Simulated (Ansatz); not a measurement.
## GaP (F-43m): refractive index against wavelength

The refractive index of GaP (F-43m) below the direct gap (1.83 eV on the mesh) is read from one computed spectrum, n = √(Re ε).

Cell: a, b, c = 3.854, 3.854, 3.854 Å (primitive vectors), 2 atoms.

Method: Ansatz 0.2.0, PBE, independent particles, k-mesh 12×12×12 with interpolation inside its cells, Gaussian parameter 0.2 eV.

Launch of the response step: `ansatz run input.yaml --threads 4 --pin off --max-ram 8192MiB --backend cpu --events-out ev --progress --plain --runs-dir out`. The run took 8 s, on 4 threads of Arm Neoverse V1, with other jobs on the host.

```
wavelength (nm)  photon energy E (eV)       n
           3000                 0.413  3.3177
           2000                 0.620  3.3378
           1550                 0.800  3.3627
           1310                 0.946  3.3890
           1064                 1.165       ?
```

In the single-oscillator model n² − 1 = E₀E_d/(E₀² − E²), so 1/(n² − 1) = E₀/E_d − E²/(E₀E_d) is linear in E².

Working, on the rows shown:

| x = E² (eV²) | y = 1/(n² − 1) |
| --- | --- |
| 0.170801 | 0.0999287 |
| 0.384302 | 0.0986105 |
| 0.639837 | 0.0970144 |
| 0.895757 | 0.0953714 |

Means: x̄ = 0.52267, ȳ = 0.097731. Σ(x − x̄)(y − ȳ) = -0.001859, Σ(x − x̄)² = 0.2959. Slope = -0.001859 / 0.2959 = -0.006284; intercept = ȳ − slope · x̄ = 0.10102. Turned back into n, the line misses the rows shown by at most 0.00031.

**Question.** Predict the last column of the withheld row from the fit.

**Answer.** At x = 1.3578 the line gives y = 0.092483, that is 3.4370. The run gave 3.4394, so the extrapolation is off by 0.0024, 2.0 % of the range in the table.

Refitted with all rows, the slope is -0.006395 and the intercept 0.10106. These give E₀ = √(intercept/−slope) = 3.98 eV and E_d = E₀/intercept = 39.3 eV; E₀ is 2.2 times the direct gap. The electronic limit at long wavelengths, without lattice vibrations, is n = √(1 + 1/intercept) = 3.301. Excitons are left out and so are local fields; PBE gaps are as a rule too small. Spin-orbit coupling is left out.

[Logs are printed without paths, hosts, clocks, repeated set-up lines and the standing remarks that a program may print on its own settings, such as how far it seeks lower states.]
